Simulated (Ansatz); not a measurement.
**LuPOs: relaxing a made-up structure**

Starting from a made-up structure for LuPOs, the aim is the relaxed cell, its shortest contacts and, where a second run follows, its electronic structure.

Calculated with Ansatz 0.2.0; DFT, PBEsol, plane-wave PAW, files of the set soft_1, scalar-relativistic, no spin, cell and ions relaxed at zero pressure; PAW set soft_1, in the first sound run; inputs show where later runs differ.

## 1. The starting structure

It takes space group P6_3mc (No. 186, hexagonal). Conventional cell: a = 4.307 Å, b = 4.307 Å, c = 6.956 Å, α = 90.00°, β = 90.00°, γ = 120.00°. Nearest to Os lie 4 P at 2.60 to 2.73 Å and 3 Lu at 2.76 Å. Nearest to Lu lie 3 Os at 2.76 Å and 6 P at 2.93 to 3.15 Å. Nearest to P lie 4 Os at 2.60 to 2.73 Å and 6 Lu at 2.93 to 3.15 Å. Farther neighbours are not listed.

## 2. Relaxing cell and atoms

The guess takes its coordinates from another compound and its volume from a rule, so the cell and any free coordinates are relaxed together.

The input, input.yaml:

```yaml
crystal:
  lattice:
    - [4.307, 0.0, 0.0]
    - [-2.1535, 3.729971414, 0.0]
    - [0.0, 0.0, 6.956]
  atoms:
    - { symbol: Os, position: [0.333333333, 0.666666667, 0.326] }
    - { symbol: Os, position: [0.666666667, 0.333333333, 0.826] }
    - { symbol: Lu, position: [0.0, 0.0, 0.9973] }
    - { symbol: Lu, position: [0.0, 0.0, 0.4973] }
    - { symbol: P, position: [0.666666667, 0.333333333, 0.2189] }
    - { symbol: P, position: [0.333333333, 0.666666667, 0.7189] }
kpoints:
  mp_grid: { grid: [7, 7, 4] }
scf:
  occupations: { method: fermi_dirac, width: 0.05 }
hamiltonian:
  xc: pbesol
  pseudopotentials: { kind: paw, azcp: { folder: soft_1 }, xc_functional: pbe }
relax:
  f_tol: 0.015
  max_steps: 70
  cell: {}
output:
  forces: true
  stress: true
```

Command:

```bash
$ ansatz run input.yaml --threads 4 --pin off --max-ram 10240MiB --backend cpu --events-out ev --progress --plain --runs-dir out
```

Numbers of over 12 decimals in the logs are rounded to 6 here.

Log:

```text
Engine: ansatz 0.2.0, aarch64-unknown-linux-gnu
Pseudopotentials: kind: paw
Pseudopotential: Os, paw, valence charge 16, recommended cutoff 420 eV (normal), soft_1/Os.paw.azcp
Pseudopotential: Lu, paw, valence charge 25, recommended cutoff 420 eV (normal), soft_1/Lu.paw.azcp
Pseudopotential: P, paw, valence charge 5, recommended cutoff 420 eV (normal), soft_1/P.paw.azcp
Functional definition: PBEsol
  exchange = pbesol_x
  correlation = pbesol_c
Crystal: 6 atoms, lattice volume = 111.748 Å³
Basis set: ecut = 420 eV, 2189 PW (Γ), exchange–correlation on 60×60×96 points (8 copies of the dense FFT grid, shifted against one another)
Bands: 56, of which v1, the nominal top of the filled ones, is band 46 counted from 1 (45 counted from 0)
Symmetry: 12 space group operations
Space group: P63mc (ITA 186), of the structure as read, at distance tolerance 4.8e-5 Å
k-points: 24 of 196 (time reversal used)
Non-local potential: Os, projectors of the file, l = 0: 3, l = 1: 2, l = 2: 2, l = 3: 1
Non-local potential: Lu, projectors of the file, l = 0: 3, l = 1: 2, l = 2: 2, l = 3: 3
Non-local potential: P, projectors of the file, l = 0: 2, l = 1: 2, l = 2: 1
PAW form: soft (Blöchl's): semilocal exchange-correlation on the pseudo side does not see the compensation charge
PAW frozen core: Os, regenerated for the run's functional, and the local potential with it (the file was generated under x = pbe(κ = 0.804, μ = 0.219515), c = pbe(β = 0.066725))
PAW frozen core: Lu, regenerated for the run's functional, and the local potential with it (the file was generated under x = pbe(κ = 0.804, μ = 0.219515), c = pbe(β = 0.066725))
PAW frozen core: P, regenerated for the run's functional, and the local potential with it (the file was generated under x = pbe(κ = 0.804, μ = 0.219515), c = pbe(β = 0.066725))
PAW one-centre angular grid: Os, 590 points (default); XC on 64 Gauss nodes
PAW one-centre angular grid: Lu, 590 points (default); XC on 64 Gauss nodes
PAW one-centre angular grid: P, 110 points (default); XC on 64 Gauss nodes
Initial density: superposition of atomic densities (chi_scale 0.1, normalization cell, long waves kept (reshape's long-wave potential 0.00 eV rms))
Initial wavefunctions: pseudopotential atomic-orbital guess
Functional: x = pbesol(κ = 0.804, μ = 0.123457), c = pbesol(β = 0.046)
SCF iter   1: F=—  HF=-53215.370806 eV  |F-HF|=—  |Δ(HF+E_count)|=         —  Δρ=1.05e-1  dr2=2.26e1  ethr=3.10e-3  ⟨swp⟩=7.3  Hψ=6342  notcnv=0  defer=1
preconditioner: auto → Kerker (q_TF=auto, 2.641 Å⁻¹)  [metal: Δε(μ)=0.016 eV  Ē_g=12.024 eV  σ=0.050 eV  W_gap=0.08  n_scr=34 (ndim 8)  ℏωp=29.8 eV  f_vac=0.000  D(μ)=6.41/eV (n_scr^D=66)]
SCF iter   2: F=—  HF=-53212.270214 eV  |F-HF|=—  |Δ(HF+E_count)|=    3.10e0  Δρ=4.54e-2  dr2=4.58e0  ethr=3.10e-3  ⟨swp⟩=4.2  Hψ=3323  notcnv=0  defer=44
SCF iter   3: F=—  HF=-53211.753560 eV  |F-HF|=—  |Δ(HF+E_count)|=   5.17e-1  Δρ=2.45e-2  dr2=9.93e-1  ethr=3.10e-3  ⟨swp⟩=4.6  Hψ=3348  notcnv=0  defer=46
SCF iter   4: F=—  HF=-53211.041033 eV  |F-HF|=—  |Δ(HF+E_count)|=   7.13e-1  Δρ=8.98e-3  dr2=1.43e-1  ethr=1.08e-3  ⟨swp⟩=4.4  Hψ=3378  notcnv=0  defer=48
SCF iter   5: F=—  HF=-53211.049586 eV  |F-HF|=—  |Δ(HF+E_count)|=   8.55e-3  Δρ=4.78e-3  dr2=2.15e-2  ethr=1.56e-4  ⟨swp⟩=4.1  Hψ=3804  notcnv=0  defer=52
SCF iter   6: F=—  HF=-53211.043524 eV  |F-HF|=—  |Δ(HF+E_count)|=   6.06e-3  Δρ=9.77e-4  dr2=1.59e-3  ethr=2.33e-5  ⟨swp⟩=2.0  Hψ=2446  notcnv=0  defer=52
SCF iter   7: F=—  HF=-53211.043212 eV  |F-HF|=—  |Δ(HF+E_count)|=   3.12e-4  Δρ=3.40e-4  dr2=2.11e-4  ethr=1.73e-6  ⟨swp⟩=2.9  Hψ=3046  notcnv=0  defer=52
SCF iter   8: F=—  HF=-53211.043178 eV  |F-HF|=—  |Δ(HF+E_count)|=   3.42e-5  Δρ=1.31e-4  dr2=3.55e-5  ethr=2.30e-7  ⟨swp⟩=2.8  Hψ=2636  notcnv=0  defer=52
SCF iter   9: F=—  HF=-53211.043169 eV  |F-HF|=—  |Δ(HF+E_count)|=   9.01e-6  Δρ=4.70e-5  dr2=4.08e-6  ethr=3.86e-8  ⟨swp⟩=2.2  Hψ=2339  notcnv=0  defer=52
SCF iter  10: F=—  HF=-53211.043168 eV  |F-HF|=—  |Δ(HF+E_count)|=   1.07e-6  Δρ=1.01e-5  dr2=1.46e-7  ethr=4.44e-9  ⟨swp⟩=2.0  Hψ=2246  notcnv=0  defer=52
SCF iter  11: F=-53211.043168 eV  HF=-53211.043168 eV  |F-HF|=7.12e-9  |Δ(HF+E_count)|=   1.05e-8  Δρ=3.99e-6  dr2=1.31e-8  ethr=1.09e-10  ⟨swp⟩=6.4  Hψ=7035  notcnv=0
SCF 1 converged in 11 iterations: F = -53211.043168 eV  dr2 = 1.31e-8
  greatest PAW one-centre occupation: 1.000 electrons in one spin orbital (limit 2), on the Os atom at site 1 (counted from 0), in its partial waves of l = 0
relax step   1: F+E_penalty+E_count = -53211.04316757 eV  Δ(F+E_penalty+E_count) = +0.000e0 eV  max|allowed force component| = 1.258e0 eV/Å  Δτ_max = 0.0000 Å  P = -13.984 GPa  Ω = 111.748 Å³  (11 SCF iters, dr2 threshold 1.00e-7 eV, accepted)
Crystal: 6 atoms, lattice volume = 100.590 Å³
Basis set: ecut = 420 eV, 1925 PW (Γ), exchange–correlation on 60×60×96 points (8 copies of the dense FFT grid, shifted against one another)
Initial density: handed on by an earlier stage of this run
Initial wavefunctions: those handed on with the density
iter 1 solved again at ethr=5.54e-4 eV; its pass at ethr=3.10e-3 eV (dr2=5.09e-1 eV) is discarded
SCF iter   1: F=—  HF=-53212.203200 eV  |F-HF|=—  |Δ(HF+E_count)|=         —  Δρ=1.89e-2  dr2=5.09e-1  ethr=5.54e-4  ⟨swp⟩=2.5  Hψ=10059  notcnv=0
preconditioner: auto → Kerker (q_TF=auto, 2.688 Å⁻¹)  [metal: Δε(μ)=0.019 eV  Ē_g=10.905 eV  σ=0.050 eV  W_gap=0.10  n_scr=34 (ndim 8)  ℏωp=31.4 eV  f_vac=0.000  D(μ)=6.32/eV (n_scr^D=66)]
SCF iter   2: F=—  HF=-53212.111960 eV  |F-HF|=—  |Δ(HF+E_count)|=   9.12e-2  Δρ=1.07e-2  dr2=1.91e-1  ethr=5.54e-4  ⟨swp⟩=3.1  Hψ=1959  notcnv=0
SCF iter   3: F=—  HF=-53212.084245 eV  |F-HF|=—  |Δ(HF+E_count)|=   2.77e-2  Δρ=5.56e-3  dr2=2.07e-2  ethr=2.08e-4  ⟨swp⟩=5.7  Hψ=3978  notcnv=0
SCF iter   4: F=—  HF=-53212.089938 eV  |F-HF|=—  |Δ(HF+E_count)|=   5.69e-3  Δρ=3.33e-3  dr2=1.01e-2  ethr=2.25e-5  ⟨swp⟩=3.0  Hψ=3661  notcnv=0  defer=59
SCF iter   5: F=—  HF=-53212.080179 eV  |F-HF|=—  |Δ(HF+E_count)|=   9.76e-3  Δρ=2.71e-3  dr2=8.77e-3  ethr=1.10e-5  ⟨swp⟩=3.0  Hψ=3700  notcnv=0  defer=59
SCF iter   6: F=—  HF=-53212.078429 eV  |F-HF|=—  |Δ(HF+E_count)|=   1.75e-3  Δρ=3.58e-4  dr2=1.24e-4  ethr=9.54e-6  ⟨swp⟩=2.0  Hψ=2235  notcnv=0  defer=59
SCF iter   7: F=—  HF=-53212.078398 eV  |F-HF|=—  |Δ(HF+E_count)|=   3.07e-5  Δρ=1.99e-4  dr2=2.36e-5  ethr=1.35e-7  ⟨swp⟩=3.5  Hψ=3627  notcnv=0  defer=59
SCF iter   8: F=—  HF=-53212.078397 eV  |F-HF|=—  |Δ(HF+E_count)|=   1.35e-6  Δρ=8.38e-5  dr2=2.79e-6  ethr=2.57e-8  ⟨swp⟩=2.8  Hψ=2809  notcnv=0  defer=59
[...]
[... from here on, the SCF cycles and remarks between the steps are left out ...]
relax step   4: F+E_penalty+E_count = -53212.19900134 eV  Δ(F+E_penalty+E_count) = -2.410e-2 eV  max|allowed force component| = 2.083e-1 eV/Å  Δτ_max = 0.0208 Å  P = +0.190 GPa  Ω = 97.954 Å³  energy of the carried Pulay correction = +5.279e-3 eV  (7 SCF iters, dr2 threshold 6.00e-7 eV, accepted)
relax step   5: F+E_penalty+E_count = -53212.21976646 eV  Δ(F+E_penalty+E_count) = -2.077e-2 eV  max|allowed force component| = 1.053e-1 eV/Å  Δτ_max = 0.0427 Å  P = +0.418 GPa  Ω = 97.921 Å³  energy of the carried Pulay correction = +5.293e-3 eV  (7 SCF iters, dr2 threshold 6.00e-7 eV, accepted)
relax step   6: F+E_penalty+E_count = -53212.37218047 eV  Δ(F+E_penalty+E_count) = -1.524e-1 eV  max|allowed force component| = 4.315e-1 eV/Å  Δτ_max = 0.1117 Å  P = +1.894 GPa  Ω = 98.547 Å³  energy of the carried Pulay correction = +5.038e-3 eV  (8 SCF iters, dr2 threshold 6.00e-7 eV, accepted)
relax step   7: F+E_penalty+E_count = -53212.73411406 eV  Δ(F+E_penalty+E_count) = -3.619e-1 eV  max|allowed force component| = 3.192e-1 eV/Å  Δτ_max = 0.1297 Å  P = +4.243 GPa  Ω = 99.520 Å³  energy of the carried Pulay correction = +4.645e-3 eV  (9 SCF iters, dr2 threshold 6.00e-7 eV, accepted)
relax step   8: F+E_penalty+E_count = -53212.98721151 eV  Δ(F+E_penalty+E_count) = -2.531e-1 eV  max|allowed force component| = 3.544e-1 eV/Å  Δτ_max = 0.0533 Å  P = +3.683 GPa  Ω = 101.626 Å³  energy of the carried Pulay correction = +3.807e-3 eV  (8 SCF iters, dr2 threshold 6.00e-7 eV, accepted)
relax step   9: F+E_penalty+E_count = -53213.17832885 eV  Δ(F+E_penalty+E_count) = -1.911e-1 eV  max|allowed force component| = 1.496e-1 eV/Å  Δτ_max = 0.0308 Å  P = +1.730 GPa  Ω = 104.601 Å³  energy of the carried Pulay correction = +2.651e-3 eV  (8 SCF iters, dr2 threshold 6.00e-7 eV, accepted)
relax step  10: F+E_penalty+E_count = -53213.22242334 eV  Δ(F+E_penalty+E_count) = -4.409e-2 eV  max|allowed force component| = 1.783e-3 eV/Å  Δτ_max = 0.0223 Å  P = -0.349 GPa  Ω = 107.204 Å³  energy of the carried Pulay correction = +1.665e-3 eV  (8 SCF iters, dr2 threshold 6.00e-7 eV, accepted)
relax step  11: F+E_penalty+E_count = -53213.22245749 eV  Δ(F+E_penalty+E_count) = -3.415e-5 eV  max|allowed force component| = 3.936e-4 eV/Å  Δτ_max = 0.0003 Å  P = +0.388 GPa  Ω = 106.813 Å³  energy of the carried Pulay correction = +1.812e-3 eV  (7 SCF iters, dr2 threshold 4.44e-7 eV, rejected (line search))
relax step  12: F+E_penalty+E_count = -53213.22273211 eV  Δ(F+E_penalty+E_count) = -3.088e-4 eV  max|allowed force component| = 7.172e-3 eV/Å  Δτ_max = 0.0014 Å  P = +0.004 GPa  Ω = 106.983 Å³  energy of the carried Pulay correction = +1.748e-3 eV  (10 SCF iters, accepted)
relax step  13: F+E_penalty+E_count = -53213.22946228 eV  Δ(F+E_penalty+E_count) = -6.730e-3 eV  max|allowed force component| = 7.178e-3 eV/Å  Δτ_max = 0.0000 Å  P = +0.105 GPa  Ω = 106.983 Å³  stress off target by 3.52e-1 GPa  SCF on the basis re-selected at this cell (its energy is not comparable with the rows above)  (8 SCF iters)
relax step  14: F+E_penalty+E_count = -53213.22976354 eV  Δ(F+E_penalty+E_count) = -3.013e-4 eV  max|allowed force component| = 2.188e-4 eV/Å  Δτ_max = 0.0011 Å  P = +0.011 GPa  Ω = 107.172 Å³  energy of the carried Pulay correction = -8.064e-5 eV  (6 SCF iters, dr2 threshold 3.09e-7 eV, accepted)
iter 1 solved again at ethr=1.21e-7 eV; its pass at ethr=3.10e-3 eV (dr2=1.11e-4 eV) is discarded
SCF iter   1: F=—  HF=-53213.229847 eV  |F-HF|=—  |Δ(HF+E_count)|=         —  Δρ=8.62e-6  dr2=6.62e-8  ethr=1.21e-7  ⟨swp⟩=5.3  Hψ=12774  notcnv=0
preconditioner: auto → Kerker (q_TF=auto, 2.660 Å⁻¹)  [metal: Δε(μ)=0.075 eV  Ē_g=11.161 eV  σ=0.050 eV  W_gap=0.34  n_scr=36 (ndim 8)  ℏωp=30.4 eV  f_vac=0.000  D(μ)=3.84/eV (n_scr^D=36)]
SCF iter   2: F=—  HF=-53213.229846 eV  |F-HF|=—  |Δ(HF+E_count)|=   1.45e-6  Δρ=5.80e-6  dr2=3.24e-8  ethr=7.19e-11  ⟨swp⟩=4.2  Hψ=4455  notcnv=0
SCF iter   3: F=—  HF=-53213.229846 eV  |F-HF|=—  |Δ(HF+E_count)|=  8.08e-10  Δρ=2.32e-6  dr2=1.03e-8  ethr=3.52e-11  ⟨swp⟩=2.4  Hψ=2453  notcnv=0
SCF iter   4: F=—  HF=-53213.229846 eV  |F-HF|=—  |Δ(HF+E_count)|=   5.19e-9  Δρ=1.30e-6  dr2=2.63e-9  ethr=1.12e-11  ⟨swp⟩=2.6  Hψ=2752  notcnv=0
SCF iter   5: F=—  HF=-53213.229846 eV  |F-HF|=—  |Δ(HF+E_count)|=  4.07e-10  Δρ=5.77e-7  dr2=4.99e-10  ethr=2.86e-12  ⟨swp⟩=2.4  Hψ=2402  notcnv=0
SCF iter   6: F=-53213.229846 eV  HF=-53213.229846 eV  |F-HF|=2.18e-11  |Δ(HF+E_count)|=  1.53e-10  Δρ=2.41e-7  dr2=5.33e-11  ethr=1.00e-12  ⟨swp⟩=5.7  Hψ=8555  notcnv=0
SCF 15 converged in 6 iterations: F = -53213.229846 eV  dr2 = 5.33e-11
relax step  15: F+E_penalty+E_count = -53213.22984584 eV  Δ(F+E_penalty+E_count) = -8.230e-5 eV  max|allowed force component| = 1.118e-4 eV/Å  Δτ_max = 0.0000 Å  P = +0.011 GPa  Ω = 107.172 Å³  stress off target by 3.74e-2 GPa  SCF on the basis re-selected at this cell (its energy is not comparable with the rows above)  (6 SCF iters)
basis re-selected at this cell: Δ(F+E_penalty+E_count) = -8.230e-5 eV, ΔP = +0.000 GPa vs the last step (what re-selecting the basis moved, of the pressure what is left beyond the Pulay correction that the steps carried, after the strain that the cell walked since its last selection, with what the two solves' SCF thresholds leave and, on support functions, any second-order correction that the steps lacked; it is no m [...]
SCF converged after 6 iterations
Free energy (F): -53213.229846 eV
Harris-Foulkes:  -53213.229846 eV  (|F-HF|=2.18e-11)
Internal energy: -53213.197303 eV  (E = F + TS)
E sigma→0 (E₀):  -53213.213574 eV
Entropy (-TS):   -0.032543 eV (-5.424 meV/atom)
Fermi energy:    16.867667 eV
--- Per-component energies (eV) ---
  E_band       = -134.479558
  E_kinetic    = 1975.746160
  E_local      = -16179.810538  (includes V_loc(G=0)·N_el)
  E_nonlocal   = 1836.086717
  E_hartree    = 6664.917931
  E_xc         = -1027.995161
  E_vxc        = -1126.046707  (∫ρ·V_xc dr)
  E_paw        = -33518.533584  (= ΣΔE_a)
  E_vpaw       = 29.707675  (= ΣTr[D̂ρ^β])
  E_aug_tail   = 0.000883  (compensation charges beyond the density's cutoff)
  E_ewald      = -12966.581667
  E_core_change = 2.971957  (= ΣΔE_core)
  E_smearing   = -0.032543  (= −TS)
  E_closure    = -0.000000  (closes the sum)
  Σ components = -53213.229846   (vs F -53213.229846, Δ=0.00e0)
--- Forces (eV/Å), atoms counted from 1 ---
  atom   1  Os     0.00000000    -0.00000000     0.00001932
  atom   2  Os    -0.00000000     0.00000000     0.00001932
  atom   3  Lu    -0.00000000    -0.00000000    -0.00011298
  atom   4  Lu    -0.00000000     0.00000000    -0.00011298
  atom   5  P      0.00000000    -0.00000000     0.00009005
  atom   6  P     -0.00000000     0.00000000     0.00009005
  max |Σ_I F_I| component: 7.21e-6 eV/Å
--- Stress (GPa, compression-positive) ---
       -0.001618      -0.000000       0.000000
       -0.000000      -0.001618       0.000000
        0.000000       0.000000       0.037362
  P = ⅓ Tr σ = 0.0114 GPa (0.114 kbar)
--- Relaxed structure (13 steps of the walk, 12 accepted, 2 SCFs on fresh bases) ---
  F+E_penalty+E_count = -53213.22984584 eV   max|allowed force component| = 1.118e-4 eV/Å   (the final SCF, on the basis selected at the relaxed cell)
  cell:  # Å, volume = 107.1719 Å³
    - [3.924730, 0, 8.305882688593837e-17]
    - [-1.962365, 3.398916, -4.152941344296918e-17]
    - [1.3414376592205697e-16, 0, 8.033979]
  atoms:
    - { symbol: Os, position: [0.333333, 0.666667, 0.264067] }
    - { symbol: Os, position: [0.666667, 0.333333, 0.764067] }
    - { symbol: Lu, position: [5.5122139213256046e-18, 0, 1.014068] }
    - { symbol: Lu, position: [5.512213921325614e-18, 0, 0.514068] }
    - { symbol: P, position: [0.666667, 0.333333, 0.264065] }
    - { symbol: P, position: [0.333333, 0.666667, 0.764065] }
```

The job ended after 90 s (4 threads of Arm Neoverse V1, shared host; peak memory 0.51 GiB; 5.7 min of CPU time).

Step by step:

| step | energy less that of the first step (eV) | largest force component (eV/Å) | pressure (GPa) | volume (Å³) |
| --- | --- | --- | --- | --- |
| 1 | 0.0000 | 1.2581 | -13.98 | 111.75 |
| 2 | -1.0352 | 0.7687 | -3.19 | 100.59 |
| 3 | -1.1317 | 0.3361 | 2.39 | 96.82 |
| 4 | -1.1558 | 0.2083 | 0.19 | 97.95 |
| 5 | -1.1766 | 0.1053 | 0.42 | 97.92 |
| 6 | -1.3290 | 0.4315 | 1.89 | 98.55 |
| 7 | -1.6909 | 0.3192 | 4.24 | 99.52 |
| 8 | -1.9440 | 0.3544 | 3.68 | 101.63 |
| 9 | -2.1352 | 0.1496 | 1.73 | 104.60 |
| 10 | -2.1793 | 0.0018 | -0.35 | 107.20 |
| 11 | -2.1793 | 0.0004 | 0.39 | 106.81 |
| 12 | -2.1796 | 0.0072 | 0.00 | 106.98 |
| 13* | -2.1863 | 0.0072 | 0.10 | 106.98 |
| 14 | -2.1866 | 0.0002 | 0.01 | 107.17 |
| 15* | -2.1867 | 0.0001 | 0.01 | 107.17 |

Relaxation steps marked * repeat the geometry before them on a plane-wave basis chosen anew for their cell, so energy and pressure can jump there. Relaxation step 11 was tried and not accepted.

Forces are held to the 12 operations that the run works with; a distortion that breaks them can't arise in this run.

| cell as run | before | after | change |
| --- | --- | --- | --- |
| a (Å) | 4.307 | 3.925 | -8.9 % |
| b (Å) | 4.307 | 3.925 | -8.9 % |
| c (Å) | 6.956 | 8.034 | +15.5 % |
| volume (Å³/atom) | 18.62 | 17.86 | -4.1 % |

The atoms that moved most (Å, as changes of fractional coordinates times the final cell):

| atom | dx | dy | dz | length |
| --- | --- | --- | --- | --- |
| Os1 | 0.000 | 0.000 | -0.498 | 0.498 |
| Os2 | 0.000 | 0.000 | -0.498 | 0.498 |
| P6 | 0.000 | 0.000 | 0.363 | 0.363 |
| P5 | 0.000 | 0.000 | 0.363 | 0.363 |
| Lu3 | 0.000 | 0.000 | 0.135 | 0.135 |
| Lu4 | 0.000 | 0.000 | 0.135 | 0.135 |

Final coordinates:

```cif
data_structure
_symmetry_space_group_name_H-M 'P 1'
_symmetry_Int_Tables_number 1
_cell_length_a 3.9247
_cell_length_b 3.9247
_cell_length_c 8.0340
_cell_angle_alpha 90.000
_cell_angle_beta 90.000
_cell_angle_gamma 120.000
_cell_volume 107.17
loop_
_atom_site_label
_atom_site_type_symbol
_atom_site_fract_x
_atom_site_fract_y
_atom_site_fract_z
_atom_site_occupancy
Os1 Os 0.33333 0.66667 0.26407 1
Os2 Os 0.66667 0.33333 0.76407 1
Lu3 Lu 0.00000 0.00000 0.01407 1
Lu4 Lu 0.00000 0.00000 0.51407 1
P5 P 0.66667 0.33333 0.26407 1
P6 P 0.33333 0.66667 0.76407 1
```

This step gave:

```
free energy             : -53213.2298 eV
energy at zero smearing : -53213.2136 eV
smearing term TS        : 0.03254 eV
Fermi energy            : 16.87 eV
electrons               : 92
symmetry operations     : 12
pressure                : 0.01138 GPa
```

The shortest distance of each pair, which need not be the same contact before and after:

| pair | guess (Å) | relaxed (Å) |
| --- | --- | --- |
| Os–P | 2.596 | 2.266 |
| Lu–P | 2.926 | 3.028 |
| Lu–Os | 2.757 | 3.028 |
| Os–Os | 4.276 | 3.925 |
| Lu–Lu | 3.478 | 3.925 |

The relaxation ends with a largest force component of 1.1e-4 eV/Å and a pressure of 0.01 GPa.

(Continued in part 2 of 2.)

[Logs are printed without paths, hosts, clocks, repeated set-up lines and the standing remarks that a program may print on its own settings, such as how far it seeks lower states.]

[Hosts, paths, dates, database ids (printed as entryN), source tags and the programs' standing remarks are cut or masked in the printed files.]
